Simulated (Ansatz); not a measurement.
# Na(100) with 4 thermally displaced layers, 2x2: scattering by thermal displacements, part 2 of 2

Wanted: the phonon-limited resistivity of Na at 180 K by the Landauer route.

Ansatz 0.2.0; Ansatz plane-wave DFT, PBE, PAW files; ballistic transport by layer matching (Landauer), zero bias; PAW set soft_1.

So far. Step 2 (With 4 displaced layers): Over the solved energies the transmission per spin lies between 4.67 and 4.71, out of 4.92 channels of the lead on average (up to 4.92).

**3. With 8 displaced layers**

Each atom of 8 layers is moved at random, by amounts drawn from a normal law 0.2159 Å wide in each direction from the Debye model (158 K) at 180 K. A fresh draw is used; the growth of the resistance with length is what counts.

b

System of this step: Na(100) with 8 thermally displaced layers, 2x2. The cell holds 72 atoms: 72 Na. Cell: a = 8.581 Å, b = 8.581 Å, c = 38.615 Å, α = 90.0°, β = 90.0°, γ = 90.0°. It derives from Na. Regions: lead, 40 atoms (40 Na); scattering region, 32 atoms (32 Na). The structure is stacked along c, and the current runs across the ab planes.

The input, input.yaml:

```yaml
crystal:
  lattice:
    - [8.5812, 0.0, 0.0]
    - [0.0, 8.5812, 0.0]
    - [0.0, 0.0, 38.6154]
  atoms:
    - { symbol: Na, position: [0.0, 0.0, 0.0277777778] }
    - { symbol: Na, position: [0.0, 0.5, 0.0277777778] }
    - { symbol: Na, position: [0.5, 0.0, 0.0277777778] }
    - { symbol: Na, position: [0.5, 0.5, 0.0277777778] }
    - { symbol: Na, position: [0.25, 0.25, 0.0833333333] }
    - { symbol: Na, position: [0.25, 0.75, 0.0833333333] }
    - { symbol: Na, position: [0.75, 0.25, 0.0833333333] }
    - { symbol: Na, position: [0.75, 0.75, 0.0833333333] }
    - { symbol: Na, position: [0.0, 0.0, 0.1388888889] }
    - { symbol: Na, position: [0.0, 0.5, 0.1388888889] }
    - { symbol: Na, position: [0.5, 0.0, 0.1388888889] }
    - { symbol: Na, position: [0.5, 0.5, 0.1388888889] }
    - { symbol: Na, position: [0.25, 0.25, 0.1944444444] }
    - { symbol: Na, position: [0.25, 0.75, 0.1944444444] }
    - { symbol: Na, position: [0.75, 0.25, 0.1944444444] }
    - { symbol: Na, position: [0.75, 0.75, 0.1944444444] }
    - { symbol: Na, position: [0.0, 0.0, 0.25] }
    - { symbol: Na, position: [0.0, 0.5, 0.25] }
    - { symbol: Na, position: [0.5, 0.0, 0.25] }
    - { symbol: Na, position: [0.5, 0.5, 0.25] }
    - { symbol: Na, position: [0.2953278065, 0.2830870422, 0.3075536507] }
    - { symbol: Na, position: [0.2195995931, 0.7498879373, 0.3092258724] }
    - { symbol: Na, position: [0.7175857744, 0.25994098, 0.3079589009] }
    - { symbol: Na, position: [0.7675119223, 0.720208464, 0.3018560112] }
    - { symbol: Na, position: [0.9890196106, 0.9705686455, 0.3708358255] }
    - { symbol: Na, position: [0.9875232513, 0.5082766336, 0.3596654456] }
    - { symbol: Na, position: [0.5398390115, 0.03321931, 0.3646521523] }
    - { symbol: Na, position: [0.4445613142, 0.5013090107, 0.3649335647] }
    - { symbol: Na, position: [0.2752589339, 0.2344539138, 0.4268534365] }
    - { symbol: Na, position: [0.2167789292, 0.7333564422, 0.421894482] }
    - { symbol: Na, position: [0.751234178, 0.3003787227, 0.4177206676] }
    - { symbol: Na, position: [0.734069303, 0.7405007803, 0.4105661261] }
    - { symbol: Na, position: [0.967854508, 0.0158606888, 0.4754714897] }
    - { symbol: Na, position: [0.0325701465, 0.481014674, 0.4816659332] }
    - { symbol: Na, position: [0.4927695369, 0.0396109528, 0.4698025393] }
    - { symbol: Na, position: [0.481495782, 0.506284416, 0.4779890222] }
    - { symbol: Na, position: [0.2540508824, 0.235268526, 0.5202790888] }
    - { symbol: Na, position: [0.2147387836, 0.7626471303, 0.5333112113] }
    - { symbol: Na, position: [0.745866469, 0.2229697714, 0.5326589106] }
    - { symbol: Na, position: [0.7177862313, 0.7320597319, 0.531249856] }
    - { symbol: Na, position: [0.9433881052, 0.0097207745, 0.58008141] }
    - { symbol: Na, position: [0.0027493967, 0.4980954054, 0.5844633443] }
    - { symbol: Na, position: [0.5174648547, 0.9809199756, 0.5912779692] }
    - { symbol: Na, position: [0.518267985, 0.5212276924, 0.5898460266] }
    - { symbol: Na, position: [0.2698151396, 0.271236398, 0.6393115288] }
    - { symbol: Na, position: [0.2141034207, 0.7466023647, 0.634586573] }
    - { symbol: Na, position: [0.7142048649, 0.2565024819, 0.6357101588] }
    - { symbol: Na, position: [0.7240908787, 0.723758861, 0.6403895947] }
    - { symbol: Na, position: [0.0090239221, 0.033272056, 0.6943666483] }
    - { symbol: Na, position: [0.0262119211, 0.5352799503, 0.7008749601] }
    - { symbol: Na, position: [0.4404906957, 0.0309127775, 0.6963432421] }
    - { symbol: Na, position: [0.5106617751, 0.5093398084, 0.6965844196] }
    - { symbol: Na, position: [0.25, 0.25, 0.75] }
    - { symbol: Na, position: [0.25, 0.75, 0.75] }
    - { symbol: Na, position: [0.75, 0.25, 0.75] }
    - { symbol: Na, position: [0.75, 0.75, 0.75] }
    - { symbol: Na, position: [0.0, 0.0, 0.8055555556] }
    - { symbol: Na, position: [0.0, 0.5, 0.8055555556] }
    - { symbol: Na, position: [0.5, 0.0, 0.8055555556] }
    - { symbol: Na, position: [0.5, 0.5, 0.8055555556] }
    - { symbol: Na, position: [0.25, 0.25, 0.8611111111] }
    - { symbol: Na, position: [0.25, 0.75, 0.8611111111] }
    - { symbol: Na, position: [0.75, 0.25, 0.8611111111] }
    - { symbol: Na, position: [0.75, 0.75, 0.8611111111] }
    - { symbol: Na, position: [0.0, 0.0, 0.9166666667] }
    - { symbol: Na, position: [0.0, 0.5, 0.9166666667] }
    - { symbol: Na, position: [0.5, 0.0, 0.9166666667] }
    - { symbol: Na, position: [0.5, 0.5, 0.9166666667] }
    - { symbol: Na, position: [0.25, 0.25, 0.9722222222] }
    - { symbol: Na, position: [0.25, 0.75, 0.9722222222] }
    - { symbol: Na, position: [0.75, 0.25, 0.9722222222] }
    - { symbol: Na, position: [0.75, 0.75, 0.9722222222] }
kpoints:
  mp_grid: { grid: [3, 3, 1] }
hamiltonian:
  xc: pbe
  pseudopotentials: { kind: paw, azcp: { folder: soft_1 } }
scf:
  occupations: { method: fermi_dirac, width: 0.1 }
output:
  transmission: { leads: [[0, 4]], kmesh: [6, 6], e_range: [-0.05, 0.05], de: 0.05 }
  write_potential: true
  write_density: true
  volumetric_format: npy
```

On the command line:

```
> ansatz run input.yaml --threads 4 --pin off --max-ram 15360MiB --backend cpu --events-out ev --progress --plain --runs-dir out
```

Numbers of over 12 decimals in the logs are rounded to 6 here.

What it wrote:

```text
[...]
Crystal: 72 atoms, lattice volume = 2843.522 Å³
Basis set: ecut = 420 eV, 55657 PW (Γ)
Bands: 396, of which v1, the nominal top of the filled ones, is band 324 counted from 1 (323 counted from 0)
Symmetry: 1 space group operations
[...]
k-points: 5 of 9 (time reversal used)
[...]
SCF iter   1: F=—  HF=-107021.564440 eV  |F-HF|=—  |Δ(HF+E_count)|=         —  Δρ=4.48e-3  dr2=1.57e0  ethr=3.10e-3  ⟨swp⟩=7.0  Hψ=8020  notcnv=0
[...]
SCF iter  10: F=-107021.311512 eV  HF=-107021.311512 eV  |F-HF|=2.05e-8  |Δ(HF+E_count)|=   3.41e-8  Δρ=4.26e-7  dr2=3.20e-8  ethr=1.54e-11  ⟨swp⟩=7.8  Hψ=7419  notcnv=0
SCF 1 converged in 10 iterations: F = -107021.311512 eV  dr2 = 3.20e-8
[...]
transmission: 124 of 1240 steps passed
transmission: 248 of 1240 steps passed
[...]
transmission: 1240 of 1240 steps passed
SCF converged after 10 iterations
Free energy (F): -107021.311512 eV
[...]
Internal energy: -107020.274832 eV  (E = F + TS)
E sigma→0 (E₀):  -107020.793172 eV
Entropy (-TS):   -1.036680 eV (-14.398 meV/atom)
Fermi energy:    1.396154 eV
[...]
--- Band table (eV; the first three rows and the last of 5) ---
  k-point 0: bands = [... 320 lower, 1.1876, 1.2159, 1.2206, 1.2355, 1.2597, 1.2723, 1.3252, 1.8297, ... 68 higher]
  k-point 1: bands = [... 320 lower, 1.3118, 1.3245, 1.3432, 1.3489, 1.4414, 1.4503, 1.4594, 1.4722, ... 68 higher]
  k-point 2: bands = [... 320 lower, 1.3075, 1.3288, 1.3349, 1.3505, 1.4364, 1.4508, 1.4640, 1.4832, ... 68 higher]
  k-point 4: bands = [... 320 lower, 1.0696, 1.0900, 1.2584, 1.2675, 1.6860, 1.7151, 1.8706, 1.8821, ... 68 higher]
--- Transmission ---
  basis      : 657 plane waves across, 62 finite elements along
  points     : 20, standing for a mesh of 6 x 6
[...]
channels       : 4.916667e0 a spin
[...]
junction   : crystal 0 to crystal 0, 0.70 to 37.17 Å
    transmission   : 4.567413e0 a spin
[...]
```

Wall time 37 min (4 threads of Arm Neoverse V2, shared host); peak memory 10 GiB; 2.4 h of CPU time.

This step gave:

- free energy: -107021.3115 eV
- energy at zero smearing: -107020.7932 eV
- Fermi energy: 1.396 eV
- transmission per spin nearest the Fermi level: 4.567
- step of the lead's potential: 6.8 meV

Per spin. The transmission, zone mean by energy, zero at the Fermi level:

```csv
energy (eV),"transmission, zone mean"
-0.0500,4.41
0.0000,4.57
0.0500,4.64
```

Over the solved energies the transmission per spin lies between 4.41 and 4.64, out of 4.90 channels of the lead on average (up to 4.92).

**4. With 12 displaced layers**

Each atom of 12 layers is moved at random, by amounts drawn from a normal law 0.2159 Å wide in each direction from the Debye model (158 K) at 180 K. A fresh draw is used; the growth of the resistance with length is what counts.

h

System of this step: Na(100) with 12 thermally displaced layers, 2x2. The cell holds 88 atoms: 88 Na. Its edges and angles: a = 8.581 Å, b = 8.581 Å, c = 47.197 Å, α = 90.0°, β = 90.0°, γ = 90.0°. It derives from Na. Regions: lead, 40 atoms (40 Na); scattering region, 48 atoms (48 Na). The structure is stacked along c, and the current runs across the ab planes.

The input, input.yaml:

```yaml
crystal:
  lattice:
    - [8.5812, 0.0, 0.0]
    - [0.0, 8.5812, 0.0]
    - [0.0, 0.0, 47.1966]
  atoms:
    - { symbol: Na, position: [0.0, 0.0, 0.0227272727] }
    - { symbol: Na, position: [0.0, 0.5, 0.0227272727] }
    - { symbol: Na, position: [0.5, 0.0, 0.0227272727] }
    - { symbol: Na, position: [0.5, 0.5, 0.0227272727] }
    - { symbol: Na, position: [0.25, 0.25, 0.0681818182] }
    - { symbol: Na, position: [0.25, 0.75, 0.0681818182] }
    - { symbol: Na, position: [0.75, 0.25, 0.0681818182] }
    - { symbol: Na, position: [0.75, 0.75, 0.0681818182] }
    - { symbol: Na, position: [0.0, 0.0, 0.1136363636] }
    - { symbol: Na, position: [0.0, 0.5, 0.1136363636] }
    - { symbol: Na, position: [0.5, 0.0, 0.1136363636] }
    - { symbol: Na, position: [0.5, 0.5, 0.1136363636] }
    - { symbol: Na, position: [0.25, 0.25, 0.1590909091] }
    - { symbol: Na, position: [0.25, 0.75, 0.1590909091] }
    - { symbol: Na, position: [0.75, 0.25, 0.1590909091] }
    - { symbol: Na, position: [0.75, 0.75, 0.1590909091] }
    - { symbol: Na, position: [0.0, 0.0, 0.2045454545] }
    - { symbol: Na, position: [0.0, 0.5, 0.2045454545] }
    - { symbol: Na, position: [0.5, 0.0, 0.2045454545] }
    - { symbol: Na, position: [0.5, 0.5, 0.2045454545] }
    - { symbol: Na, position: [0.2580362265, 0.2409700055, 0.2413011375] }
    - { symbol: Na, position: [0.2472597857, 0.7297786986, 0.254941112] }
    - { symbol: Na, position: [0.7427348474, 0.2521001785, 0.2461135527] }
    - { symbol: Na, position: [0.7371531148, 0.7497098367, 0.2432052826] }
    - { symbol: Na, position: [0.007565016, 0.9973313002, 0.2900305751] }
    - { symbol: Na, position: [0.9396622273, 0.5129080138, 0.2940932736] }
    - { symbol: Na, position: [0.4866653787, 0.9940585234, 0.303763854] }
    - { symbol: Na, position: [0.4987470443, 0.5021792769, 0.2886520621] }
    - { symbol: Na, position: [0.2914458377, 0.273083322, 0.3457896901] }
    - { symbol: Na, position: [0.2511994108, 0.7730623594, 0.3426059544] }
    - { symbol: Na, position: [0.7654273856, 0.2461709372, 0.3341669209] }
    - { symbol: Na, position: [0.7758852177, 0.7013178406, 0.3398115218] }
    - { symbol: Na, position: [0.9948543648, 0.9737624069, 0.3891683139] }
    - { symbol: Na, position: [0.9949598522, 0.4890087147, 0.3887416064] }
    - { symbol: Na, position: [0.4880096223, 0.0349457132, 0.3879713365] }
    - { symbol: Na, position: [0.4880661314, 0.4510837251, 0.380381435] }
    - { symbol: Na, position: [0.2773438621, 0.248726839, 0.4305230512] }
    - { symbol: Na, position: [0.2913430004, 0.7177294896, 0.429139142] }
    - { symbol: Na, position: [0.7381100421, 0.2647518142, 0.4287828987] }
    - { symbol: Na, position: [0.7345668587, 0.7096156233, 0.4351545262] }
    - { symbol: Na, position: [0.0202818726, 0.9880147119, 0.4780199114] }
    - { symbol: Na, position: [0.9674779755, 0.4881295285, 0.483576042] }
    - { symbol: Na, position: [0.5034148853, 0.0581270438, 0.4736717837] }
    - { symbol: Na, position: [0.5145995286, 0.4950812174, 0.479861011] }
    - { symbol: Na, position: [0.2498185675, 0.2358806688, 0.5187584366] }
    - { symbol: Na, position: [0.3271392264, 0.7480540553, 0.5135022368] }
    - { symbol: Na, position: [0.7336816864, 0.2670589802, 0.5204400284] }
    - { symbol: Na, position: [0.7842278245, 0.7752196023, 0.5220304131] }
    - { symbol: Na, position: [0.9881193946, 0.9747199467, 0.5649798831] }
    - { symbol: Na, position: [0.9629368051, 0.5303017237, 0.5754583382] }
    - { symbol: Na, position: [0.4683964913, 0.9702697266, 0.5600919171] }
    - { symbol: Na, position: [0.4757501374, 0.4218468538, 0.5629565641] }
    - { symbol: Na, position: [0.2826294363, 0.2413031337, 0.6175455836] }
    - { symbol: Na, position: [0.2376978985, 0.7942970925, 0.6145476687] }
    - { symbol: Na, position: [0.7403891037, 0.3142171087, 0.6121520958] }
    - { symbol: Na, position: [0.7192749199, 0.755079907, 0.6134587162] }
    - { symbol: Na, position: [0.0268279405, 0.9768123692, 0.6627720155] }
    - { symbol: Na, position: [0.0214545235, 0.4832014795, 0.6598376544] }
    - { symbol: Na, position: [0.4790988926, 0.0590188036, 0.6558698849] }
    - { symbol: Na, position: [0.4886009807, 0.4731843003, 0.6575076079] }
    - { symbol: Na, position: [0.2498521635, 0.2693170092, 0.7017528374] }
    - { symbol: Na, position: [0.245326064, 0.7143621707, 0.7007605762] }
    - { symbol: Na, position: [0.8193340886, 0.2761969119, 0.7009708994] }
    - { symbol: Na, position: [0.7163520703, 0.7254550545, 0.7044462316] }
    - { symbol: Na, position: [0.0008737256, 0.9812724355, 0.7441146789] }
    - { symbol: Na, position: [0.0357859957, 0.5113640733, 0.7482865717] }
    - { symbol: Na, position: [0.4944483265, 0.9866774036, 0.7365693198] }
    - { symbol: Na, position: [0.5029099664, 0.4730658911, 0.7454133094] }
    - { symbol: Na, position: [0.25, 0.25, 0.7954545455] }
    - { symbol: Na, position: [0.25, 0.75, 0.7954545455] }
    - { symbol: Na, position: [0.75, 0.25, 0.7954545455] }
    - { symbol: Na, position: [0.75, 0.75, 0.7954545455] }
    - { symbol: Na, position: [0.0, 0.0, 0.8409090909] }
    - { symbol: Na, position: [0.0, 0.5, 0.8409090909] }
    - { symbol: Na, position: [0.5, 0.0, 0.8409090909] }
    - { symbol: Na, position: [0.5, 0.5, 0.8409090909] }
    - { symbol: Na, position: [0.25, 0.25, 0.8863636364] }
    - { symbol: Na, position: [0.25, 0.75, 0.8863636364] }
    - { symbol: Na, position: [0.75, 0.25, 0.8863636364] }
    - { symbol: Na, position: [0.75, 0.75, 0.8863636364] }
    - { symbol: Na, position: [0.0, 0.0, 0.9318181818] }
    - { symbol: Na, position: [0.0, 0.5, 0.9318181818] }
    - { symbol: Na, position: [0.5, 0.0, 0.9318181818] }
    - { symbol: Na, position: [0.5, 0.5, 0.9318181818] }
    - { symbol: Na, position: [0.25, 0.25, 0.9772727273] }
    - { symbol: Na, position: [0.25, 0.75, 0.9772727273] }
    - { symbol: Na, position: [0.75, 0.25, 0.9772727273] }
    - { symbol: Na, position: [0.75, 0.75, 0.9772727273] }
kpoints:
  mp_grid: { grid: [3, 3, 1] }
hamiltonian:
  xc: pbe
  pseudopotentials: { kind: paw, azcp: { folder: soft_1 } }
scf:
  occupations: { method: fermi_dirac, width: 0.1 }
output:
  transmission: { leads: [[0, 4]], kmesh: [6, 6], e_range: [-0.05, 0.05], de: 0.05 }
  write_potential: true
  write_density: true
  volumetric_format: npy
```

What it wrote:

```text
[...]
Crystal: 88 atoms, lattice volume = 3475.416 Å³
Basis set: ecut = 420 eV, 67981 PW (Γ)
Bands: 484, of which v1, the nominal top of the filled ones, is band 396 counted from 1 (395 counted from 0)
Symmetry: 1 space group operations
[...]
k-points: 5 of 9 (time reversal used)
[...]
SCF iter   1: F=—  HF=-130803.337463 eV  |F-HF|=—  |Δ(HF+E_count)|=         —  Δρ=4.57e-3  dr2=2.23e0  ethr=3.10e-3  ⟨swp⟩=7.6  Hψ=9979  notcnv=0
[...]
SCF iter  10: F=-130802.965374 eV  HF=-130802.965374 eV  |F-HF|=1.76e-8  |Δ(HF+E_count)|=   5.27e-8  Δρ=4.68e-7  dr2=3.46e-8  ethr=1.26e-11  ⟨swp⟩=10.0  Hψ=10049  notcnv=0
SCF 1 converged in 10 iterations: F = -130802.965374 eV  dr2 = 3.46e-8
[...]
transmission: 150 of 1500 steps passed
transmission: 300 of 1500 steps passed
[...]
transmission: 1500 of 1500 steps passed
SCF converged after 10 iterations
Free energy (F): -130802.965374 eV
[...]
Internal energy: -130801.705818 eV  (E = F + TS)
E sigma→0 (E₀):  -130802.335596 eV
Entropy (-TS):   -1.259557 eV (-14.313 meV/atom)
Fermi energy:    1.408260 eV
[...]
--- Band table (eV; the first three rows and the last of 5) ---
  k-point 0: bands = [... 392 lower, 1.0484, 1.3226, 1.3403, 1.3641, 1.3724, 1.4437, 1.4546, 1.4695, ... 84 higher]
  k-point 1: bands = [... 392 lower, 1.2793, 1.3021, 1.3157, 1.3450, 1.4576, 1.4838, 1.4988, 1.5432, ... 84 higher]
  k-point 2: bands = [... 392 lower, 1.2827, 1.3155, 1.3182, 1.3264, 1.4625, 1.4727, 1.5049, 1.5430, ... 84 higher]
  k-point 4: bands = [... 392 lower, 1.1731, 1.1881, 1.2040, 1.2241, 1.7438, 1.7812, 1.8143, 1.8249, ... 84 higher]
--- Transmission ---
  basis      : 657 plane waves across, 75 finite elements along
  points     : 20, standing for a mesh of 6 x 6
[...]
channels       : 4.916667e0 a spin
[...]
junction   : crystal 0 to crystal 0, 0.70 to 45.75 Å
    transmission   : 4.406382e0 a spin
[...]
```

Run time: 47 min. Hardware: 4 threads; peak memory 9.4 GiB; 3 h of CPU time.

This step gave:

```yaml
free_energy: -130802.9654 eV
energy_at_zero_smearing: -130802.3356 eV
fermi_energy: 1.408 eV
transmission_per_spin_nearest_the_fermi_level: 4.406
step_of_the_lead_s_potential: 7.8 meV
```

Per spin. Transmission, zone mean against energy, zero at the Fermi level:

```csv
energy (eV),"transmission, zone mean"
-0.0500,4.32
0.0000,4.41
0.0500,4.39
```

Over the solved energies the transmission per spin lies between 4.32 and 4.41, out of 4.92 channels of the lead on average (up to 4.92).

**5. The fit**

o

This step: Ansatz plane-wave DFT, PBE, PAW files; ballistic transport by layer matching (Landauer), zero bias; resistivity from the slope of the area resistance; PAW set soft_1 (Ansatz 0.2.0).

Numbers from this step:

* resistivity: 8.659 µΩ cm
* intercept: 0.01275 fΩ m²
* scatter about the fit: 0.005526 fΩ m²

Resistance, by row:

```csv
run,length (Å),T,channels N,RA (fΩ m²)
n4,8.581,4.696,4.917,0.09096
n8,17.16,4.539,4.898,0.1535
n12,25.74,4.375,4.917,0.2396
```

Table of area resistance by length of the displaced region:

```csv
length of the displaced region (Å),area resistance (fΩ m²)
8.58,0.0910
17.16,0.154
25.74,0.240
```

The area resistance goes from 0.091 to 0.24 fΩ m² between 8.6 and 25.7 Å, a slope of 8.7 µΩ cm.

By hand from the end points: (0.2396 − 0.09096) fΩ m² / (25.74 − 8.58) Å = 8.7 µΩ cm, since 1 fΩ m² per Å is 1000 µΩ cm.

**6. Results**

```yaml
resistivity_from_the_slope: 8.66 µΩ cm
area_resistance_over_8p58_a: 0.0910 fΩ m²
area_resistance_over_17p2_a: 0.154 fΩ m²
area_resistance_over_25p7_a: 0.240 fΩ m²
```

In words: The slope gives 8.7 µΩ cm. The points scatter by 0.0055 fΩ m² about the line, with one random draw a length in a 2x2 cell, so the slope is a rough value. The mean square of the displacements drawn is 0.78, 0.99 and 1.2 of the nominal one at the three lengths; with each resistance scaled back by that, the slope is 5.1 µΩ cm, the value used below. Read with a model of isotropic scattering on a spherical Fermi surface and the lead's 0.52×10¹⁵ S/m², this slope means a mean free path near 350 Å; over these lengths the model's slope is 1.22 times its bulk resistivity, which would be 4.1 µΩ cm. Uncorrelated displacements put too much weight on short waves, which scatter strongly; with the sideways repeat of a small cell, one draw and three short lengths, the method is good to a factor of two or three.

[Logs are printed without paths, hosts, clocks, repeated set-up lines and the standing remarks that a program may print on its own settings, such as how far it seeks lower states.]

[Hosts, paths, dates, database ids (printed as entryN), source tags and the programs' standing remarks are cut or masked in the printed files.]
